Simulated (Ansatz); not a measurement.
# 1T-CoClI monolayer in a perpendicular field, part 2 of 2

Wanted: the out-of-plane response of the 1T-CoClI monolayer. A positive field points along +c.

Ansatz 0.2.0; plane-wave DFT, PBE-D3(BJ), Ansatz PAW (set soft_1); PAW set soft_1.

So far. Step 2 (Relaxation): The lattice constant a goes from 3.585 to 3.737 Å.

## (3) Atoms held, field 0

A sawtooth potential applies the field, turning back in the middle of the vacuum. With the dipole correction the typed value is the field outside the slab. The induced dipole is small, so the SCF threshold is tight.

The cell differs from the one that the last finished run ended in (c 35.979 → 20.871 Å).

input.yaml reads:

```yaml
crystal:
  lattice:
    - [3.7369375079, 0.0, 0.0]
    - [-1.8684687539, 3.2362828142, 0.0]
    - [0.0, 0.0, 20.8708895579]
  atoms:
    - { symbol: I, position: [0.6666666667, 0.3333333333, 0.4312226355], spin: 0.15 }
    - { symbol: Co, position: [0.0, 0.0, 0.5121413387], spin: 2.33 }
    - { symbol: Cl, position: [0.3333333333, 0.6666666667, 0.5687773645], spin: 0.15 }
magnetization:
  spin_polarized: true
kpoints:
  mp_grid: { grid: [18, 18, 1] }
  band_path:
    path: [[0, 0, 0], [0.5, 0, 0], [0.33333333, 0.33333333, 0], [0, 0, 0]]
    npoints: 16
hamiltonian:
  xc: pbe
  dispersion: d3bj
  pseudopotentials: { kind: paw, azcp: { folder: soft_1 } }
scf:
  occupations: { method: fermi_dirac, width: 0.02585 }
  convergence: { dr2_threshold: 1.0e-10 }
efield:
  axis: 3
  dipole_correction: true
  ramp_position: 0.97
  ramp_width: 0.06
  amplitude: 0
output:
  dos: { projected: true, e_range: [-6, 5] }
  write_potential: true
  write_density: true
  volumetric_format: npy
  elf: true
```

The run is started by

```bash
ansatz run input.yaml --threads 2 --pin off --max-ram 3072MiB --backend cpu --events-out ev --progress --plain --runs-dir out
```

Numbers of over 12 decimals in the logs are rounded to 6 here.

The program printed:

```text
[...]
Crystal: 3 atoms, lattice volume = 252.408 Å³
Basis set: ecut = 420 eV, 4965 PW (Γ)
Bands: 27, of which v1, the nominal top of the filled ones, is band 21 counted from 1 (20 counted from 0)
Symmetry: 6 space group operations
k-points: 37 of 324 (time reversal used)
[...]
Starting moments: Σ|m| = 2.63 μB on 3 of 3 sites
[...]
SCF iter   1: F=—  HF=-13718.606089 eV  |F-HF|=—  |Δ(HF+E_count)|=         —  Δρ=1.90e-2 (↑1.90e-2 ↓9.84e-3)  dr2=1.02e0  dr2_m=2.18e-1  M=2.853 μB ∫|m|=2.857 μB  β_m=1.00  ethr=2.43e-3  p=0.000 e·Å  D=3.83e-7 V/Å  ΔV_dip=-0.00 eV  dr2_dipole=2.67e-2  V_vac-E_F(+/−)=5.41/5.41 eV  ⟨swp⟩=1.1  Hψ=16549  notcnv=0
[...]
efield: sawtooth ramp at fractional position 0.9700 (set: `efield.ramp_position`, or a place that a band, a saddle search or an elastic batch's reference lends), width 0.0600; the density the first Hamiltonian is built on has a dipole p = 0.000 e·Å; the dipole correction subtracts the counter field D = 3.83e-7 V/Å, which shifts the + side's vacuum level by -0.00 eV against the − side's; the planar-averaged density in the ramp window peaks in size at 2.1e-6 e/Å³
[...]
SCF iter   2: F=—  HF=-13719.183888 eV  |F-HF|=—  |Δ(HF+E_count)|=   5.78e-1  Δρ=7.66e-3 (↑7.66e-3 ↓6.73e-3)  dr2=3.50e-1  dr2_m=3.42e-3  M=2.866 μB ∫|m|=2.886 μB  β_m=0.41  ethr=2.43e-3  p=-0.012 e·Å  D=-8.42e-3 V/Å  ΔV_dip=0.18 eV  dr2_dipole=1.11e-2  V_vac-E_F(+/−)=5.40/5.22 eV  ⟨swp⟩=3.2  Hψ=3301  notcnv=0  defer=25
density mixer auto → msr1: a metal under ldos (density of states about μ 1.50 of a free-electron gas's, 30 screened modes)
SCF iter   3: F=—  HF=-13719.736168 eV  |F-HF|=—  |Δ(HF+E_count)|=   5.52e-1  Δρ=6.06e-3 (↑4.43e-3 ↓6.06e-3)  dr2=4.43e-2  dr2_m=4.89e-2  M=2.824 μB ∫|m|=2.872 μB  β_m=0.70  ethr=8.54e-4  p=-0.028 e·Å  D=-2.02e-2 V/Å  ΔV_dip=0.42 eV  dr2_dipole=2.87e-3  V_vac-E_F(+/−)=5.55/5.13 eV  ⟨swp⟩=3.4  Hψ=3719  notcnv=0  defer=116
[...]
SCF iter  16: F=-13720.004383 eV  HF=-13720.004383 eV  |F-HF|=3.64e-11  |Δ(HF+E_count)|=  1.04e-10  Δρ=5.55e-8 (↑2.06e-8 ↓5.55e-8)  dr2=5.81e-12  dr2_m=1.59e-12  M=2.851 μB ∫|m|=2.888 μB  ethr=1.00e-12  p=-0.043 e·Å  D=-3.10e-2 V/Å  ΔV_dip=0.65 eV  dr2_dipole=2.63e-13  V_vac-E_F(+/−)=5.74/5.10 eV  ⟨swp⟩=11.1  Hψ=8238  notcnv=0
[...]
SCF 1 converged in 16 iterations: F = -13720.004383 eV  dr2 = 5.81e-12
[...]
NSCF: frozen V_eff on 49 k-points
efield: sawtooth ramp at fractional position 0.9700 (kept from the solve that this one continues, or follows in the run), width 0.0600; the density the first Hamiltonian is built on has a dipole p = -0.043 e·Å; the dipole correction subtracts the counter field D = -3.10e-2 V/Å, which shifts the + side's vacuum level by +0.65 eV against the − side's; the planar-averaged density in the ramp window peaks in size at 2.0e-6 e/Å³
SCF converged after 16 iterations
Magnetization: 2.8506 μB (21.9253 up, 19.0747 down)
Absolute magnetization: 2.8873 μB (∫|ρ↑−ρ↓|, with the PAW one-centre terms)
[...]
Per-site moments (μB) at R_I (Å): [(0.160840, 1.130212), (2.343089, 1.014794), (0.149645, 1.014794)]
Free energy (F): -13720.004383 eV
[...]
Internal energy: -13719.998978 eV  (E = F + TS)
E sigma→0 (E₀):  -13720.001680 eV
Entropy (-TS):   -0.005405 eV (-1.802 meV/atom)
Fermi energy:    -1.630304 eV
Dipole field:    D = -0.030971 V/Å  (p = -0.043201 e·Å, saw-weighted, corrected)
Work function:   Φ+ = 5.7429 eV   Φ− = 5.0965 eV
Levels:          The Fermi level and band energies are counted from a zero that moves with the ramp; work functions are not
[...]
--- Band table (eV; the first three rows and the last of 74) ---
  k-point 0 ↑: bands = [... 17 lower, -3.8278, -3.2325, -3.2325, -1.4511, -1.4511, 1.7158, 3.0535, 3.7172, ... 2 higher]
  k-point 1 ↑: bands = [... 17 lower, -3.8249, -3.2520, -3.2216, -1.6244, -1.4846, 1.8207, 3.1175, 3.8119, ... 2 higher]
  k-point 2 ↑: bands = [... 17 lower, -3.7847, -3.2825, -3.2033, -2.0451, -1.5731, 2.1005, 3.2661, 3.9266, ... 2 higher]
  k-point 36 ↓: bands = [... 17 lower, -2.0957, -1.9511, -1.6451, -0.7612, -0.2528, 3.0915, 4.7811, 5.7418, ... 2 higher]
```

Run time: 60 s. Hardware: 2 threads of Arm Neoverse V1, shared host; peak memory 0.83 GiB.

The column dr2 measures how far the density is from self-consistency, as an energy; F and HF (Harris–Foulkes) agree once it is small.

This step gave:

| Item | Value |
| --- | --- |
| energy at zero smearing | -13720.0017 eV |
| total moment | 2.851 μB |
| site moments | 0.1608, 2.343, 0.1496 μB |
| work function, upper face | 5.743 eV |
| work function, lower face | 5.097 eV |
| dipole along the normal | -0.04320 e·Å |
| step between the vacuum levels | 0.6464 eV |

Running mean over a fixed 2.8 Å (it still follows the layers) of the planar mean; the ramp of the sawtooth is left out. Table of electron's electrostatic potential energy less the Fermi level by z:

```tsv
z (Å)	electron's electrostatic potential energy less the Fermi level (eV)
3.0	5.10
3.5	5.10
4.0	5.10
4.5	5.10
5.0	5.09
5.5	5.08
6.0	5.03
6.5	4.81
7.0	3.79
7.5	1.70
8.0	-0.529
8.5	-2.45
9.0	-4.03
9.5	-5.68
10.0	-6.10
10.5	-5.81
11.0	-5.14
11.5	-4.00
12.0	-2.05
12.5	0.180
13.0	2.30
13.5	4.22
14.0	5.40
14.5	5.68
15.0	5.73
15.5	5.74
16.0	5.74
16.5	5.74
17.0	5.74
17.5	5.74
```

The density of states has structure finer than the step of the table below, so its rows give means over 0.2 eV, whole bins alone (the curve runs from -6 to 1.99 eV). Peaks (eV: height): total -4.68: 13.4, -4.43: 10.2, -1.97: 11.4, -1.64: 8.80, -1.56: 8.33, -0.73: 12.0, -0.32: 20.5; up -4.87: 6.40, -4.68: 12.0, -4.43: 9.25, -2.80: 6.60, -1.97: 9.39, -1.64: 8.27, -1.56: 7.85; down -4.70: 5.55, -4.59: 5.67, -0.73: 10.7, -0.32: 19.3, 0.23: 5.77, 1.06: 7.10, 1.31: 6.12.

Density of states against energy, zero at the Fermi level; means over each step; values in states/eV a cell:

```tsv
energy (eV)	total	up	down
-5.8	0.395	0.395	0
-5.6	1.14	0.883	0.254
-5.4	2.29	1.47	0.821
-5.2	3.02	1.60	1.42
-5.0	1.67	0.810	0.857
-4.8	4.73	2.83	1.90
-4.6	5.30	2.89	2.41
-4.4	5.33	4.21	1.13
-4.2	1.62	0.319	1.30
-4.0	4.47	3.40	1.07
-3.8	2.42	0.957	1.46
-3.6	3.35	0.935	2.41
-3.4	3.75	1.34	2.41
-3.2	3.49	2.29	1.20
-3.0	2.86	2.56	0.296
-2.8	5.27	4.29	0.975
-2.6	2.87	2.00	0.869
-2.4	3.64	1.07	2.58
-2.2	3.51	1.06	2.44
-2.0	5.66	3.70	1.96
-1.8	3.60	2.85	0.751
-1.6	5.01	4.50	0.507
-1.4	0.724	0.344	0.381
-1.2	1.43	1.16	0.273
-1.0	2.20	2.07	0.132
-0.8	3.81	1.43	2.37
-0.6	5.05	2.15	2.90
-0.4	5.16	1.44	3.72
-0.2	1.18	0.698	0.482
0.0	2.35	0.467	1.88
0.2	2.98	0.139	2.84
0.4	0	0	0
0.6	0	0	0
0.8	0.432	0	0.432
1.0	2.85	0	2.85
1.2	2.83	0	2.83
1.4	3.38	0	3.38
1.6	0.443	0	0.443
1.8	0	0	0
```

Projected DOS per atom over height of the atomic layer and energy from the Fermi level. Layers: I Co Cl from below.

Ten even steps from '_' (0.00 states/eV) to '@' (3.20 states/eV), each cell a mean:
```
______
..++__
..**__
______
__::__
..++__
--%%__
--%%..
::::..
..--..
::@@..
++--::
====..
--++::
==----
..::++
::--==
..--**
==::##
....==
....::
______
```
Columns: height of the atomic layer (Å) from 9 to 11.9 (not evenly spaced); rows upwards: energy from the Fermi level (eV) from -5.96 to 1.96.

Projected DOS per atom, spin up over height of the atomic layer and energy from the Fermi level. Layers: I Co Cl from below.

Ten even steps from '0' (0.00 states/eV) to '9' (2.95 states/eV), each cell a mean:
```
000
000
000
000
000
100
210
321
221
031
091
121
131
251
230
110
131
034
214
112
002
000
```
Columns: height of the atomic layer (Å) from 9 to 11.9 (not evenly spaced); rows upwards: energy from the Fermi level (eV) from -5.96 to 1.96.

Projected DOS per atom, spin down over height of the atomic layer and energy from the Fermi level. Layers: I Co Cl from below.

Values in states/eV, 22 rows by 3 columns, each cell a mean:
```
0.00 0.00 0.00
0.49 1.71 0.22
0.36 1.98 0.24
0.03 0.32 0.03
0.05 0.74 0.05
0.05 1.80 0.04
0.36 2.56 0.09
0.10 2.21 0.09
0.07 0.12 0.01
0.20 0.19 0.02
0.56 0.25 0.12
1.47 0.39 0.49
1.11 0.31 0.18
0.36 0.11 0.16
0.83 0.24 0.91
0.12 0.28 1.62
0.10 0.12 0.91
0.44 0.10 0.69
0.75 0.21 1.12
0.24 0.23 0.61
0.19 0.15 0.32
0.00 0.00 0.00
```
Columns: height of the atomic layer (Å) from 9 to 11.9 (not evenly spaced); rows upwards: energy from the Fermi level (eV) from -5.96 to 1.96.

Deep bands are left out, so band numbers here count from the lowest band kept and differ from the log's. Electronic bands along the path, in eV, zero at the Fermi level; # counts the bands kept:

```tsv
point	up #8	up #9	up #10	up #11	down #7	down #8	down #9	down #10
Γ	-1.60	-1.60	0.18	0.18	-0.73	-0.73	0.09	1.65
halfway	-1.81	-1.65	-1.20	-0.21	-0.76	-0.33	0.21	1.04
M	-2.00	-1.93	-0.76	-0.34	-0.77	-0.30	0.06	1.29
halfway	-1.96	-1.69	-1.05	-0.63	-0.57	-0.30	0.03	0.96
K	-1.83	-1.64	-1.45	-0.60	-0.47	-0.32	-0.01	0.87
halfway	-1.90	-1.54	-1.06	-0.67	-0.64	-0.35	0.21	1.05
Γ	-1.60	-1.60	0.18	0.18	-0.73	-0.73	0.09	1.65
```

Spin density in the ca plane at fractional y = 0.000, with atoms of Co within 0.2 Å of it.

Ten even steps from '0' (0.0 e/Å³) to '9' (5.7 e/Å³), each cell a mean:
```
00000000000000000000000154100000000000000000
00000000000000000000000000000000000000000000
00000000000000000000000000000000000000000000
00000000000000000000000000000000000000000000
00000000000000000000000000000000000000000000
00000000000000000000000000000000000000000000
00000000000000000000000000000000000000000000
00000000000000000000000000000000000000000000
00000000000000000000000021000000000000000000
00000000000000000000000298100000000000000000
```
Columns run along c (16.0 Å, from fractional 0.09 to 0.85 of the cell), rows up along a (3.7 Å). Atoms in or near the plane, at fractional coordinates: Co at (0.51, 0.00).

Valence density in the ca plane at fractional y = 0.000, with atoms of Co within 0.2 Å of it. It is the smooth field of the valence electrons, not physical close to the nuclei.

Ten steps, logarithmic in the rise over the least value, from '0' (0 e/Å³) to '9' (35 e/Å³), each cell a mean:
```
00000000000000000000002688510000000000000000
00000000000000000000001344210000000000000000
00000000000000000001111111100000000000000000
00000000000000000011111000111000000000000000
00000000000000000011111000111100000000000000
00000000000000000011111000111100000000000000
00000000000000000001111000110000000000000000
00000000000000000000011122100000000000000000
00000000000000000000001476310000000000000000
00000000000000000000002699510000000000000000
```
Columns run along c (16.0 Å, from fractional 0.09 to 0.85 of the cell), rows up along a (3.7 Å). Atoms in or near the plane, at fractional coordinates: Co at (0.51, 0.00).

Electrostatic potential energy in the ca plane at fractional y = 0.000, with atoms of Co within 0.2 Å of it. With pseudopotentials it is smooth inside the atoms' cores, unlike the true potential.

Values in eV, 6 rows by 16 columns, each cell a mean:
```
  4   4   4   4   3   2  -5 -29 -14   2   4   4   4   4   4   4
  4   4   4   4   3   0  -2  -8  -2   2   4   4   4   4   4   4
  4   4   4   4   2  -5  -5   1   0   1   4   4   4   4   4   4
  4   4   4   4   2  -4  -4   0   0   2   4   4   4   4   4   4
  4   4   4   4   3   1  -2 -16  -5   3   4   4   4   4   4   4
  4   4   4   4   3   2  -7 -30 -17   2   4   4   4   4   4   4
```
Columns run along c (16.0 Å, from fractional 0.16 to 0.92 of the cell; values clipped at the 3rd and 97th percentile), rows up along a (3.7 Å). Atoms in or near the plane, at fractional coordinates: Co at (0.51, 0.00).

The work function of the upper face is 5.74 eV.

## (4) Atoms held, field 0.1 V/Å

input.yaml: that of step 3 with these lines changed.

```diff
@@ -26,7 +26,6 @@
   dipole_correction: true
-  ramp_position: 0.97
-  ramp_width: 0.06
-  amplitude: 0
+  ramp_position: 0.9387
+  ramp_width: 0.1049
+  amplitude: 0.1
 output:
-  dos: { projected: true, e_range: [-6, 5] }
   write_potential: true
@@ -34,2 +33 @@
   volumetric_format: npy
-  elf: true
```

The program printed:

```text
[...]
Crystal: 3 atoms, lattice volume = 252.408 Å³
Basis set: ecut = 420 eV, 4965 PW (Γ)
Bands: 27, of which v1, the nominal top of the filled ones, is band 21 counted from 1 (20 counted from 0)
Symmetry: 6 space group operations
k-points: 37 of 324 (time reversal used)
[...]
Starting moments: Σ|m| = 2.63 μB on 3 of 3 sites
[...]
k-point 1 ↑: bands = [... 17 lower, -3.8203, -3.2485, -3.2180, -1.6321, -1.4923, 1.8044, 2.9091, 3.7179, ... 2 higher]
  k-point 2 ↑: bands = [... 17 lower, -3.7826, -3.2801, -3.2008, -2.0523, -1.5806, 2.0761, 3.0622, 3.8840, ... 2 higher]
  k-point 36 ↓: bands = [... 17 lower, -2.0987, -1.9557, -1.6440, -0.7643, -0.2569, 3.0803, 4.7545, 5.7224, ... 2 higher]
[key lines of the parts left out:]
SCF converged after 17 iterations
Magnetization: 2.8568 μB (21.9284 up, 19.0716 down)
Free energy (F): -13720.001650 eV
Fermi energy:    -1.631186 eV
Dipole field:    D = -0.008206 V/Å  (p = -0.011446 e·Å, saw-weighted, corrected)
```

Wall time 60 s (2 threads); peak memory 0.83 GiB; 2 min of CPU time.

The dipole is -0.0114 e·Å, 0.0318 e·Å from its value without field.

## (5) Atoms held, field -0.1 V/Å

input.yaml: that of step 4 with these lines changed.

```diff
@@ -28,3 +28,3 @@
   ramp_width: 0.1049
-  amplitude: 0.1
+  amplitude: -0.1
 output:
```

The program printed:

```text
[...]
Crystal: 3 atoms, lattice volume = 252.408 Å³
Basis set: ecut = 420 eV, 4965 PW (Γ)
Bands: 27, of which v1, the nominal top of the filled ones, is band 21 counted from 1 (20 counted from 0)
Symmetry: 6 space group operations
k-points: 37 of 324 (time reversal used)
[...]
Starting moments: Σ|m| = 2.63 μB on 3 of 3 sites
[...]
k-point 1 ↑: bands = [... 17 lower, -3.8187, -3.2447, -3.2144, -1.6061, -1.4662, 1.8355, 3.2896, 3.5816, ... 2 higher]
  k-point 2 ↑: bands = [... 17 lower, -3.7760, -3.2742, -3.1949, -2.0270, -1.5549, 2.1197, 3.4298, 3.7222, ... 2 higher]
  k-point 36 ↓: bands = [... 17 lower, -2.0821, -1.9359, -1.6354, -0.7475, -0.2379, 3.1128, 4.8164, 5.7660, ... 2 higher]
[key lines of the parts left out:]
SCF converged after 17 iterations
Magnetization: 2.8442 μB (21.9221 up, 19.0779 down)
Free energy (F): -13720.010289 eV
Fermi energy:    -1.618738 eV
Dipole field:    D = -0.053717 V/Å  (p = -0.074930 e·Å, saw-weighted, corrected)
```

Run time: 63 s. Hardware: 2 threads; peak memory 0.83 GiB.

The dipole is -0.0749 e·Å, -0.0317 e·Å from its value without field.

## (6) Response, atoms held

This step: plane-wave DFT, PBE-D3(BJ), Ansatz PAW (set soft_1); response to a field along the normal, atoms held; PAW set soft_1 (Ansatz 0.2.0).

The dipoles give the slope, and the difference of two potentials shows where the field is screened.

Numbers from this step:

```
equivalent conductor thickness p/(ε₀AE) : 4.749 Å
distance between the outer atoms        : 2.871 Å
```

The dipole of the cell by applied field:

```tsv
applied field (V/Å)	dipole of the cell (e·Å)
-0.1000	-0.0749
0.0000	-0.0432
0.1000	-0.0114
```

Total moment against applied field:

```tsv
applied field (V/Å)	total moment (μB)
-0.1000	2.84
0.0000	2.85
0.1000	2.86
```

Local field over the applied field, running mean. From the potentials at -0.1 and 0.1 V/Å; running mean over 2.5 Å. Local field over applied field against z:

```tsv
z (Å)	local field over applied field
4.06	0.999
4.49	0.998
4.93	0.995
5.36	0.988
5.80	0.970
6.23	0.929
6.67	0.852
7.10	0.732
7.54	0.588
7.97	0.430
8.41	0.274
8.84	0.148
9.28	0.0774
9.71	0.0585
10.15	0.0593
10.73	0.0921
11.16	0.142
11.59	0.216
12.03	0.320
12.46	0.447
12.90	0.593
13.33	0.733
13.77	0.853
14.20	0.933
14.64	0.973
15.07	0.990
15.51	0.997
15.94	0.999
16.38	1.000
16.81	1.000
```

Electrons, planar mean, per unit field. The induced electron density by z:

```tsv
z (Å)	induced electron density (e/Å³ per V/Å)
4.06	2.4e-6
4.49	7.0e-6
4.93	2.0e-5
5.36	5.4e-5
5.80	1.4e-4
6.23	3.5e-4
6.67	8.1e-4
7.10	0.00172
7.54	0.00298
7.97	0.00328
8.41	0.00162
8.84	0.00153
9.28	6.7e-4
9.71	-4.3e-4
10.15	-0.00122
10.73	-0.00112
11.16	8.7e-4
11.59	-7.3e-4
12.03	-0.00139
12.46	-0.00296
12.90	-0.00322
13.33	-0.00182
13.77	-7.9e-4
14.20	-3.1e-4
14.64	-1.1e-4
15.07	-3.9e-5
15.51	-1.3e-5
15.94	-4.3e-6
16.38	-1.3e-6
16.81	-4.6e-7
```

By hand: between -0.1 and 0.1 V/Å the dipole changes by 0.06348 e·Å, a slope of 0.3174 e·Å²/V. A perfect conductor of thickness t has p = ε₀AEt, so t = 180.95 × 0.3174 / 12.094 = 4.75 Å (e/ε₀ = 180.95 V·Å, A in Å²).

The induced dipole is that of a conductor 4.75 Å thick.

## (7) Results

```json
{
 "gap without field": "none",
 "work function, upper face": "5.74 eV",
 "step between the vacuum levels": "0.646 eV",
 "equivalent conductor thickness, atoms held": "4.75 Å"
}
```

**Reading.** The induced dipole equals that of a perfect conductor 4.75 Å thick, while the outer atoms lie 2.87 Å apart. The two faces differ: the vacuum level above lies 0.65 eV higher than the one below. There is no gap over 0.03 eV, with or without the field. For an open d or f shell that can be the fault of a semilocal functional without a Hubbard term. The magnetic order is the one reached from the typed start; other orders were not compared. Spin-orbit coupling is left out, which matters for the bands of elements this heavy.

[Logs are printed without paths, hosts, clocks, repeated set-up lines and the standing remarks that a program may print on its own settings, such as how far it seeks lower states.]

[Hosts, paths, dates, database ids (printed as entryN), source tags and the programs' standing remarks are cut or masked in the printed files.]

[Maps of the electrostatic potential energy from Ansatz leave out the sawtooth potential of an applied field or a dipole correction, so their vacuum need not be flat; planar profiles and work functions include it.]
